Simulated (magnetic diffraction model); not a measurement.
# Ba2MnSbS6 below its ordering temperature

Space group Fm-3m (no. 225), a = 9.6990 Å.

```csv
site,atom,x,y,z
8c,Ba,1/4,1/4,3/4
4b,Sb,1/2,0,0
4a,Mn,0,0,0
24e,S,0,0,0.7480
```

The compound is invented for this exercise: a known structure type with other elements, its cell scaled to their sizes and not relaxed.

Only Mn is taken to order (form factors of Mn3+); orders and moment sizes are assumed, and not adapted to the symmetry. Radiation: neutrons of λ = 4.2 Å, 3° to 100°; isotropic B of 0.31 Å² (Ba), 0.32 Å² (Sb), 0.46 Å² (Mn) and 0.48 Å² (S). Simulated constant-wavelength pattern: nuclear and magnetic terms add, the magnetic one as |2.695 fm × Σ f S⊥ exp(2πi Q·r) exp(−B s²)|², summed over all Q at one angle with the factor 1/(sin²θ cos θ). For collinear order S is the moment m, which repeats by lattice and centring translations R with the sign exp(−2πi k·R). Free-ion form factors, Sears's scattering lengths of 1992, no absorption; a label names one of the reflections at its angle. The strongest nuclear line in the range is 100, and lines under 0.2 are left out.

Above the ordering temperature:

| 2θ (°) | index | I |
| --- | --- | --- |
| 44.05 | (1 1 1) | 41.0 |
| 51.32 | (2 0 0) | 1.8 |
| 75.53 | (2 2 0) | 11.9 |
| 91.80 | (3 1 1) | 41.4 |
| 97.19 | (2 2 2) | 100.0 |

Below it (cell unchanged):

```csv
2θ (°),I
44.05,63.1
51.32,13.9
75.53,23.2
91.80,57.5
97.19,104.9
```

**Question.** Find the propagation vector, then choose among these models:
A. collinear moments along [101], 3.42 μB on Mn
B. collinear moments along [100], 3.42 μB on Mn
C. collinear moments along [110], 3.42 μB on Mn

No line moves, and magnetic intensity falls on nuclear lines such as the one at 44.05°, so the magnetic cell equals the chemical primitive cell: k = 0.

Magnetic intensity, observed (below minus above) and for each model:

| 2θ (°) | index | observed | A | B | C |
| --- | --- | --- | --- | --- | --- |
| 44.05 | (1 1 1) | 22.1 | 22.1 | 22.1 | 22.1 |
| 51.32 | (2 0 0) | 12.2 | 12.2 | 12.2 | 12.2 |
| 75.53 | (2 2 0) | 11.3 | 11.3 | 11.3 | 11.3 |
| 91.80 | (3 1 1) | 16.1 | 16.1 | 16.1 | 16.1 |
| 97.19 | (2 2 2) | 4.9 | 4.9 | 4.9 | 4.9 |

Models A, B and C match alike on every line, so these data can't choose among them (such ties are often domains of one structure): a powder sees only the angle between collinear moments and the unique axis of a uniaxial spin configuration, and no direction at all where the configuration is cubic.

The structure used: k = (0 0 0), collinear moments along [100], 3.42 μB on Mn.

[Logs are printed without paths, hosts, clocks, repeated set-up lines and the standing remarks that a program may print on its own settings, such as how far it seeks lower states.]
